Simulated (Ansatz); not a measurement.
# Sc2NO2 monolayer: phonons and vibrational spectra, part 2 of 3

Wanted: phonon frequencies of Sc2NO2 monolayer and what follows from them.

Ansatz 0.2.0; DFT PBEsol, scalar-relativistic, plane waves, PAW.

So far. Step 2 (Coarse relaxation): The program solves this slab on a cell height of its own, 32.6 Å, in place of the one typed.

## Step 4: Tight relaxation

Phonons need a cell at rest on their own settings, so the relaxation is repeated with tight tolerances on forces and stress on the k mesh and occupations of the first response run.

Contents of input.yaml:

```yaml
crystal:
  lattice:
    - [3.2137174818, 0.0, 0.0]
    - [-1.6068587409, 2.7831609798, 0.0]
    - [0.0, 0.0, 32.6]
  atoms:
    - { symbol: "N", position: [0.0, 0.0, 0.3067484663] }
    - { symbol: Sc, position: [0.3333333333, 0.6666666667, 0.3495284416] }
    - { symbol: Sc, position: [0.6666666667, 0.3333333333, 0.263968491] }
    - { symbol: O, position: [0.6666666667, 0.3333333333, 0.3734934501] }
    - { symbol: O, position: [0.3333333333, 0.6666666667, 0.2400034824] }
  periodic: [true, true, false]
kpoints:
  mp_grid: { grid: [12, 12, 1] }
hamiltonian:
  xc: pbesol
scf:
  occupations: { method: methfessel_paxton, width: 0.15 }
output:
  forces: true
  stress: true
  eigenvalues: true
  write_density: true
  write_potential: true
  elf: true
  volumetric_format: npy
relax:
  adjacent_minimum: "off"
  f_tol: 0.001
  max_steps: 60
  cell: { stress_2d_tol: 0.002 }
```

The run is started by

```bash
ansatz run input.yaml --threads 8 --pin off --max-ram 14336MiB --backend cpu --events-out ev --progress --plain --runs-dir out
```

Numbers of over 12 decimals in the logs are rounded to 6 here.

The log of the run:

```text
[...]
Crystal: 5 atoms, lattice volume = 291.584 Å³
Basis set: ecut = 420 eV, 5785 PW (Γ), exchange–correlation on 48×48×450 points (8 copies of the dense FFT grid, shifted against one another)
Bands: 25, of which v1, the nominal top of the filled ones, is band 20 counted from 1 (19 counted from 0)
Symmetry: 12 space group operations
[...]
k-points: 19 of 144
[...]
cell:  # Å, volume = 291.5862 Å³
    - [3.213730, 0.0, 0]
    - [-1.606865, 2.783171, 0]
    - [0, 0, 32.6]
  atoms:
    - { symbol: N, position: [0, 0, 0.306748] }
    - { symbol: Sc, position: [0.333333, 0.666667, 0.349497] }
    - { symbol: Sc, position: [0.666667, 0.333333, 0.264000] }
    - { symbol: O, position: [0.666667, 0.333333, 0.373488] }
    - { symbol: O, position: [0.333333, 0.666667, 0.240009] }
[key lines of the parts left out:]
SCF converged after 9 iterations
Free energy (F): -5729.984681 eV
Fermi energy:    -7.336020 eV
P = ½ c Tr σ = 0.0004 N/m
```

It took 9.3 s on 8 threads of Arm Neoverse V1, shared host; peak memory 0.82 GiB.

Little changed from the start: no atom moved by 0.005 Å and no cell edge by 0.1 %.

Electrostatic potential energy in the ac plane at fractional y = 0.333, with atoms of Sc and O within 0.2 Å of it. With pseudopotentials it is smooth inside the atoms' cores, unlike the true potential.

Ten even steps from '0' (-26 eV) to '9' (0 eV), each cell a mean:
```
99999999999999999
99999999999999999
99999999999999999
99999999999999999
99999999999999999
99999999999999999
99999999999999999
99999999999999999
99999999999999999
99999999999999999
99999999999999999
99999999999999999
99999999999999999
99999999999999999
98888999754444579
54434567654444566
77777777777667777
67887752000000003
89999887765555678
99999999999999999
99999999999999999
99999999999999999
99999999999999999
99999999999999999
```
Columns run along a (3.2 Å; values clipped at the 3rd and 97th percentile), rows up along c (32.6 Å). Atoms in or near the plane, at fractional coordinates: Sc at (0.67, 0.26), O at (0.67, 0.37).

Valence density in the ac plane at fractional y = 0.333, with atoms of Sc and O within 0.2 Å of it. It is the smooth field of the valence electrons, not physical close to the nuclei.

Ten steps, logarithmic in the rise over the least value, from '_' (0.0 e/Å³) to '@' (5.5 e/Å³), each cell a mean:
```
__________________________________
__________________________________
__________________________________
__________________________________
__________________________________
__________________________________
__________________________________
__________________________________
__________________________________
__________________________________
__________________________________
__________________________________
__________________________________
__________________________________
::........::::==++##%%%%%%##**++--
--==========--==++**##%%%%##**++==
--==========----::::--------::----
------------==++##%%@@@@@@@@%%**==
------------::::----==++++==--::::
__________________________________
__________________________________
__________________________________
__________________________________
__________________________________
```
Columns run along a (3.2 Å), rows up along c (32.6 Å). Atoms in or near the plane, at fractional coordinates: Sc at (0.67, 0.26), O at (0.67, 0.37).

ELF in the ac plane at fractional y = 0.333, with atoms of Sc and O within 0.2 Å of it. It is the smooth field of the valence electrons, not physical close to the nuclei.

Values, 24 rows by 14 columns, each cell a mean:
```
0.00 0.00 0.00 0.00 0.00 0.00 0.00 0.00 0.00 0.00 0.00 0.00 0.00 0.00
0.00 0.00 0.00 0.00 0.00 0.00 0.00 0.00 0.00 0.00 0.00 0.00 0.00 0.00
0.00 0.00 0.00 0.00 0.00 0.00 0.00 0.00 0.00 0.00 0.00 0.00 0.00 0.00
0.00 0.00 0.00 0.00 0.00 0.00 0.00 0.00 0.00 0.00 0.00 0.00 0.00 0.00
0.00 0.00 0.00 0.00 0.00 0.00 0.00 0.00 0.00 0.00 0.00 0.00 0.00 0.00
0.00 0.00 0.00 0.00 0.00 0.00 0.00 0.00 0.00 0.00 0.00 0.00 0.00 0.00
0.00 0.00 0.00 0.00 0.00 0.00 0.00 0.00 0.00 0.00 0.00 0.00 0.00 0.00
0.00 0.00 0.00 0.00 0.00 0.00 0.00 0.00 0.00 0.00 0.00 0.00 0.00 0.00
0.00 0.00 0.00 0.00 0.00 0.00 0.00 0.00 0.00 0.00 0.00 0.00 0.00 0.00
0.00 0.00 0.00 0.00 0.00 0.00 0.00 0.00 0.00 0.00 0.00 0.00 0.00 0.00
0.00 0.00 0.00 0.00 0.00 0.00 0.00 0.00 0.00 0.00 0.00 0.00 0.00 0.00
0.00 0.00 0.00 0.00 0.00 0.00 0.00 0.00 0.00 0.00 0.00 0.00 0.00 0.00
0.00 0.00 0.00 0.00 0.00 0.00 0.00 0.00 0.00 0.00 0.00 0.00 0.00 0.00
0.02 0.01 0.00 0.00 0.01 0.03 0.06 0.09 0.11 0.12 0.11 0.10 0.08 0.05
0.29 0.09 0.03 0.04 0.18 0.45 0.63 0.71 0.70 0.65 0.67 0.71 0.68 0.57
0.11 0.13 0.18 0.17 0.13 0.19 0.36 0.51 0.56 0.54 0.55 0.55 0.45 0.27
0.45 0.54 0.57 0.56 0.50 0.36 0.22 0.13 0.11 0.11 0.11 0.12 0.17 0.29
0.12 0.23 0.31 0.28 0.17 0.15 0.41 0.63 0.59 0.45 0.51 0.64 0.56 0.25
0.37 0.52 0.57 0.55 0.45 0.26 0.13 0.13 0.18 0.22 0.20 0.15 0.10 0.16
0.04 0.05 0.06 0.06 0.05 0.03 0.02 0.01 0.00 0.00 0.00 0.00 0.01 0.02
0.00 0.00 0.00 0.00 0.00 0.00 0.00 0.00 0.00 0.00 0.00 0.00 0.00 0.00
0.00 0.00 0.00 0.00 0.00 0.00 0.00 0.00 0.00 0.00 0.00 0.00 0.00 0.00
0.00 0.00 0.00 0.00 0.00 0.00 0.00 0.00 0.00 0.00 0.00 0.00 0.00 0.00
0.00 0.00 0.00 0.00 0.00 0.00 0.00 0.00 0.00 0.00 0.00 0.00 0.00 0.00
```
Columns run along a (3.2 Å), rows up along c (32.6 Å). Atoms in or near the plane, at fractional coordinates: Sc at (0.67, 0.26), O at (0.67, 0.37).

The largest force component left is 0.031 meV/Å, within the tolerances set.

## Step 5: Zone-centre response

The zone centre comes first: it holds the modes that light can see, as far as symmetry allows. No field response is asked, since the mesh shows no gap.

Contents of input.yaml:

```yaml
crystal:
  lattice:
    - [3.2137296064, 0.0, 0.0]
    - [-1.6068648032, 2.78317148, 0.0]
    - [0.0, 0.0, 32.6]
  atoms:
    - { symbol: "N", position: [0.0, 0.0, 0.3067484663] }
    - { symbol: Sc, position: [0.3333333333, 0.6666666667, 0.3494973899] }
    - { symbol: Sc, position: [0.6666666667, 0.3333333333, 0.2639995427] }
    - { symbol: O, position: [0.6666666667, 0.3333333333, 0.3734876061] }
    - { symbol: O, position: [0.3333333333, 0.6666666667, 0.2400093265] }
  periodic: [true, true, false]
kpoints:
  mp_grid: { grid: [12, 12, 1] }
hamiltonian:
  xc: pbesol
scf:
  occupations: { method: methfessel_paxton, width: 0.15 }
output:
  eigenvalues: true
phonons:
  method: dfpt
```

The log of the run:

```text
Warning: crystal.symmetry: narrowed to the stabiliser of the run's FFT grids — unitary ops 12 → 6. A phonons.method: dfpt run fills in the rows of the dynamical matrix that it does not solve by its symmetry operations, which is exact only for operations that map its FFT grids onto themselves: filled in by any other, the frequencies could depend on the order in which like atoms are typed, or, by more than the grids' own error, on where the crystal sits among the grids' points. Excluded: 6 operations. The run can therefore solve more perturbations, solve them on more k-points, or both, and cost more. [rest of the remark cut]
[...]
Crystal: 5 atoms, lattice volume = 291.586 Å³
Basis set: ecut = 420 eV, 5785 PW (Γ), exchange–correlation on 48×48×450 points (8 copies of the dense FFT grid, shifted against one another)
Bands: 25, of which v1, the nominal top of the filled ones, is band 20 counted from 1 (19 counted from 0)
Symmetry: 12 space group operations
k-points: 43 of 144 (irreducible under 2 space group operations, time reversal used)
[...]
SCF iter   1: F=—  HF=-5730.024817 eV  |F-HF|=—  |Δ(HF+E_count)|=         —  Δρ=8.27e-3  dr2=1.85e-1  ethr=1.77e-3  ⟨swp⟩=9.0  Hψ=6862  notcnv=0
[...]
SCF iter  12: F=-5729.984681 eV  HF=-5729.984681 eV  |F-HF|=7.37e-11  |Δ(HF+E_count)|=  1.15e-10  S|Δr|=    0.00e0  Δρ=1.96e-8  dr2=1.05e-12  ethr=1.00e-12  ⟨swp⟩=18.8  Hψ=7660  notcnv=0
SCF 1 converged in 12 iterations: F = -5729.984681 eV  dr2 = 1.05e-12
[...]
DFPT response loops at Γ: preconditioner auto → none (partly filled bands, converged f_vac=0.774); β = 0.50; Broyden in place of MSR1
SCF converged after 12 iterations
[...]
Free energy (F): -5729.984681 eV
[...]
Internal energy: -5729.984361 eV  (E = F + TS)
E sigma→0 (E₀):  -5729.984601 eV
Entropy (-TS):   -0.000320 eV (-0.064 meV/atom)
Fermi energy:    -7.336019 eV
Step filling:    the computed levels leave a gap of 0.0000 eV = 0.0 smearing widths at the electron count; against every level under it full and every level over it empty, smearing changes F+E_penalty+E_count by -1.090 meV and its σ→0 estimate by -1.010 meV
[...]
--- Band table (eV; the first three rows and the last of 43) ---
  k-point 0: bands = [... 16 lower, -9.2942, -7.3802, -6.7055, -6.7055, -2.6954, -2.6954, -2.5196, -1.8254, ... 1 higher]
  k-point 1: bands = [... 16 lower, -9.2171, -7.2646, -7.0347, -6.8310, -2.7420, -2.5341, -2.5235, -1.8365, ... 1 higher]
  k-point 2: bands = [... 16 lower, -9.0726, -7.7498, -7.1238, -7.0959, -2.9763, -2.3049, -2.1780, -1.7988, ... 1 higher]
  k-point 42: bands = [... 16 lower, -8.9462, -8.0714, -7.9260, -7.8978, -2.8122, -2.0381, -1.7556, -1.7299, ... 1 higher]
--- Phonons (Γ-DFPT): 10 representative perturbations + reference, on 43 of 144 k-points (Σ response iterations 61) ---
  ASR residual: 2.655e-5 → 0.000e0 eV/Å²; symmetrization residual: 1.852e-5 eV/Å²
  The last average, over the group as it would stand without the narrowing to the FFT grids, took up to 4.380e-6 eV/Å² of the zone centre's force constants
  ASR residual per site (eV/Å²): 2.65e-5 2.41e-5 2.27e-5 1.10e-5 1.34e-5
  Γ frequencies (cm⁻¹): 0.00 0.00 0.00 124.85 124.85 205.57 358.47 358.47 408.86 454.86 454.86 478.84 485.18 485.18 527.23
  non-analytic LO–TO correction: not included (Born effective charges unavailable; polar crystals: no LO–TO splitting at Γ)
```

The job ended after 75 s (8 threads; peak memory 1.6 GiB).

The column dr2 measures how far the density is from self-consistency, as an energy; F and HF (Harris–Foulkes) agree once it is small.

Numbers from this step:

```
sum-rule residual before enforcement                    : 2.65e-5 eV/Å²
point group                                             : -3m
highest optical mode at the zone centre (no LO-TO term) : 527.2 cm⁻¹
lowest optical zone-centre mode                         : 124.8 cm⁻¹
```

Patterns of degenerate modes are one choice out of their space. The modes at Γ (shares of kinetic energy by element, %):

```tsv
mode	frequency (cm⁻¹)	symmetry	N %	Sc %	O %
1	0.0	acoustic	10	66	24
2	0.0	acoustic	10	66	24
3	0.0	acoustic	10	66	24
4	124.8	Eg	0	75	25
5	124.8	Eg	0	75	25
6	205.6	A1g	0	73	27
7	358.5	Eu	89	10	1
8	358.5	Eu	89	10	1
9	408.9	A2u	33	33	34
10	454.9	Eg	0	25	75
11	454.9	Eg	0	25	75
12	478.8	A1g	0	27	73
13	485.2	Eu	1	24	76
14	485.2	Eu	1	24	76
15	527.2	A2u	57	1	43
```

Displacements in mode 5 (124.8 cm⁻¹), the largest set to 1:
```
N1   0.00  0.00  0.00
Sc2 -0.04  1.00  0.00
Sc3  0.04 -1.00  0.00
O4  -0.04  0.98  0.00
O5   0.04 -0.98  0.00
```

Displacements in mode 6 (205.6 cm⁻¹), the largest set to 1:
```
N1   0.00  0.00  0.00
Sc2  0.00  0.00 -0.99
Sc3  0.00  0.00  0.99
O4   0.00  0.00 -1.00
O5   0.00  0.00  1.00
```

Before it was imposed, the acoustic sum rule was missed by 2.7e-5 eV/Å². Small misses are needed for a sound result but don't prove that mesh and cutoff are converged. The lowest optical mode is real, 125 cm⁻¹.

(Part 2 of 3 ends here.)

[Logs are printed without paths, hosts, clocks, repeated set-up lines and the standing remarks that a program may print on its own settings, such as how far it seeks lower states.]

[Hosts, paths, dates, database ids (printed as entryN), source tags and the programs' standing remarks are cut or masked in the printed files.]
